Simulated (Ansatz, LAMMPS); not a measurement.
# Electronic structure of Mg2+ TFSI- in diglyme and a fluorinated ether (TTE) at 300 K (126 atoms), part 2 of 2

Wanted: forces, charges and levels of Mg2+ TFSI- in diglyme and a fluorinated ether (TTE) at 300 K (126 atoms).

Ansatz 0.2.0; Kohn-Sham DFT, PBE+D3(BJ), PAW (set soft_2), plane waves.

The cell: 30 C, 15 O, 30 H, 44 F, 2 N, 4 S and 1 Mg. The network of contacts between molecules at the start is that of the classical potential that made the cell. The density was typed from a rule of thumb and may lie off the real one at this temperature. Only the Γ point is sampled, in a cell whose shortest periodic width is 12 Å.

So far. Step 3 (Plane-wave single point): Electrostatic potential energy in the ab plane at fractional z = 0.168, with atoms of C and H and F and O and N and S within 0.2 Å of it. With pseudopotentials it is smooth inside the atoms' cores, unlike the true potential.

### Step 3. Plane-wave single point (continued)

Valence density in the ab plane at fractional z = 0.168, with atoms of C and H and F and O and N and S within 0.2 Å of it. It is the smooth field of the valence electrons, not physical close to the nuclei.

Ten steps, logarithmic in the rise over the least value, from '0' (0.00 × 1e0 e/Å³) to '9' (9.36 × 1e0 e/Å³), each cell a mean:
```
0000000368742234310000000000011100
0000000123211345310000000000000000
0000000000000123200000000000000000
0000000000000000000000000000000000
0000001100000000000000000000000000
1100134431000000000000000000000001
3211258863100000000000000000000012
4321358864210000000000000000123333
6532245655432100000000000001368755
5532235535542100000011110001489865
3333456555432100000134431000256533
2234677643211000001245542100011111
1224677531000000001245654321000001
1112454310000000012345455665210011
1100111000000000125666556898420011
0000000000000000147886445787410000
0112100000000000135774212443210000
2355310000000000012321100111012322
4566410000111111100000000000124654
5665310000111244310000133322235665
4664210000112355310001356544455544
2344200012211233200001245555666532
1111000257642211000000123333455421
0000001489963211100000011111233320
```
Columns run along a (12.2 Å), rows up along b (12.2 Å). Atoms in or near the plane, at fractional coordinates: C at (0.04, 0.18), C at (0.87, 0.10), H at (0.09, 0.25), F at (0.28, 0.01), H at (0.44, 0.16), O at (0.77, 0.37), N at (0.16, 0.49), S at (0.24, 0.59).

Mean Löwdin charges: C +0.36, F -0.23, H +0.22, Mg +1.62, N -0.85, O -0.58 e (they miss 1.2 % of the electrons, so they add up to more than the cell's charge).

### Step 4. Structure statistics

These statistics describe the geometry on which the runs were made.

Density 1.50 g/cm³, 14.49 Å³ an atom.

g(r), total and by pair (bins of 0.2 Å):

```csv
r (Å),total,F-F,F-C,F-H,F-O,F-S,F-N
1.00,1.28,0.00,0.00,0.00,0.00,0.00,0.00
1.20,1.06,0.00,0.34,0.00,0.00,0.00,0.00
1.40,3.17,0.00,12.76,0.00,0.00,0.00,0.00
1.60,0.68,0.00,0.00,0.00,0.00,0.00,0.00
1.80,0.45,0.00,0.00,0.16,0.00,0.00,0.00
2.00,0.73,0.35,0.00,1.94,0.00,0.00,0.00
2.20,1.57,3.99,0.53,0.55,1.32,0.00,0.00
2.40,1.51,0.64,3.31,1.33,0.59,0.00,0.00
2.60,1.28,1.09,0.42,1.38,0.33,5.89,3.55
2.80,1.19,2.21,0.56,1.54,2.38,1.61,2.23
3.00,0.67,0.86,0.37,0.61,0.98,0.00,0.00
3.20,0.75,0.81,0.76,1.44,0.65,0.82,1.64
3.40,0.70,0.39,0.62,0.86,1.04,0.36,2.11
3.60,0.79,1.22,0.80,0.68,1.28,1.27,1.25
3.80,0.72,0.46,0.88,0.83,0.84,0.29,2.83
4.00,0.89,0.69,1.06,0.62,0.68,0.52,0.00
4.20,1.04,1.02,1.10,1.09,1.00,0.95,0.92
4.40,0.90,1.09,0.77,0.66,0.69,1.48,0.00
4.60,0.95,0.92,0.68,1.25,0.67,0.78,0.39
4.80,1.06,1.27,1.02,1.10,1.19,0.89,0.36
5.00,1.06,1.19,1.10,1.17,0.74,2.15,0.99
5.20,1.06,0.79,1.23,1.10,1.43,0.78,1.21
5.40,1.02,0.92,1.15,0.95,1.02,0.56,2.00
5.60,0.91,0.84,1.02,0.89,1.06,0.52,0.53
5.80,0.96,0.80,0.98,0.95,0.92,1.47,1.96
6.00,1.02,1.02,0.99,1.05,1.23,0.80,0.45
```

Bonds by pair of elements; cutoffs follow the first minimum of g(r), held within bounds set by covalent radii, and pairs that aren't listed don't count as bonded:

```csv
pair A-B,cutoff (Å),bonds,mean length (Å),spread (Å),shortest (Å),B about A,A about B
F-C,1.62,44,1.36,0.029,1.29,1,1.47
C-C,1.85,14,1.53,0.031,1.48,0.933,0.933
C-H,1.34,30,1.10,0.033,1.02,1,1
C-O,1.73,14,1.45,0.025,1.40,0.467,0.933
C-S,2.21,4,1.82,0.011,1.80,0.133,1
O-S,1.88,8,1.44,0.02,1.41,0.533,2
O-Mg,2.52,6,2.03,0.061,1.97,0.4,6
S-N,2.02,4,1.58,0.034,1.53,1,2
```

How many atoms have how many bonded neighbours:

```csv
element,mean,1,2,3,4,6
C,4,0,0,0,30,0
F,1,44,0,0,0,0
H,1,30,0,0,0,0
Mg,6,0,0,0,0,1
N,2,0,2,0,0,0
O,1.87,5,7,3,0,0
S,4,0,0,0,4,0
```

Bond angles, per cent of each kind in bins of 5°:

```csv
angle (°),C-C-F,F-C-F,C-C-H,H-C-O,F-C-H
100–105,0.0,35.7,8.3,22.7,25.0
105–110,42.5,57.1,33.3,22.7,43.8
110–115,45.0,7.1,45.8,40.9,25.0
115–120,12.5,0.0,12.5,13.6,6.2
```

Bond angles (no mean is given where the spread exceeds 20°):

```csv
angle,count,mean (°),spread (°)
C-C-F,40,111,3
F-C-F,28,106,2.4
C-C-H,24,111,3.9
H-C-O,22,110,4.6
F-C-H,16,108,3.6
```

Bond length by coordination (bonds to H left out):

```csv
element,coordination,atoms,mean bond length (Å)
O,1,5,1.43
O,2,7,1.58
O,3,3,1.64
```

For some of the pairs, g(r) has its first main peak near 2.2 Å (F-F), 1.4 Å (F-C), 2.0 Å (F-H), 2.7 Å (F-S) and 2.7 Å (F-N). With the cutoffs above, all C atoms have 4, all F atoms have 1, all H atoms have 1 and all Mg atoms have 6 bonded neighbours. The C-C-F angle averages 111° with a spread of 3°.

Local excerpt of 9 atoms (numbers count through the whole input) about C50, which bears the longest force; x, y, z are measured from there.

```csv
atom,x,y,z,distance (Å),bonds,Löwdin charge (e),Fx,Fy,Fz (eV/Å)
C50,0.00,0.00,0.00,0.00,4,0.61,1.74,2.93,1.78
F51,0.14,0.73,-1.14,1.37,1,-0.25,-0.23,-0.25,-0.70
F52,-1.23,0.35,0.52,1.39,1,-0.25,-0.02,-1.18,-0.61
C53,0.26,-1.49,-0.31,1.54,4,0.46,-0.73,1.59,-1.93
C49,1.06,0.54,1.01,1.56,4,-0.10,-0.72,-1.35,1.62
H57,1.95,-0.03,0.81,2.11,1,0.22,1.20,0.18,-0.58
H59,0.05,-2.11,0.46,2.16,1,0.23,0.05,-1.80,2.95
H58,0.84,0.14,2.07,2.24,1,0.20,-0.39,0.75,-1.54
F54,-0.65,-1.82,-1.25,2.30,1,-0.25,-0.93,-0.32,-1.36
```

The column of bonds counts only the pairs F-C within 1.62 Å, C-C within 1.85 Å, C-H within 1.34 Å, C-O within 1.73 Å, C-S within 2.21 Å, O-S within 1.88 Å, O-Mg within 2.52 Å, S-N within 2.02 Å; other neighbours, such as metal atoms beside each other in a compound, aren't counted, and periodic images can show an atom twice.

### Step 5. What came out

| Property | Result |
| --- | --- |
| free energy per atom | -463.0975 eV/atom |
| pressure | 1.659 GPa |
| r.m.s. force component | 1.013 eV/Å |
| gap (highest filled to lowest empty level) | 5.4 eV |
| wall time of the 1 DFT run | 16 s |

In words: Between filled and empty levels lie 5.40 eV (at Γ alone); a semilocal functional tends to put such gaps too low. In a disordered cell it changes from sample to sample and from frame to frame. With the cutoffs above, all C atoms have 4, all F atoms have 1, all H atoms have 1 and all Mg atoms have 6 bonded neighbours.

What to keep in mind: The force components of 1.0 eV/Å r.m.s. hold both thermal displacement and the mismatch between the potential that made the cell and DFT, above all in bond lengths inside molecules. The pressure of 1.7 GPa is that of one thermal frame, in which the classical model's bond lengths enter as well as the volume, without the kinetic term and with the strain of bonds inside molecules.

[Logs are printed without paths, hosts, clocks, repeated set-up lines and the standing remarks that a program may print on its own settings, such as how far it seeks lower states.]

[Hosts, paths, dates, database ids (printed as entryN), source tags and the programs' standing remarks are cut or masked in the printed files.]
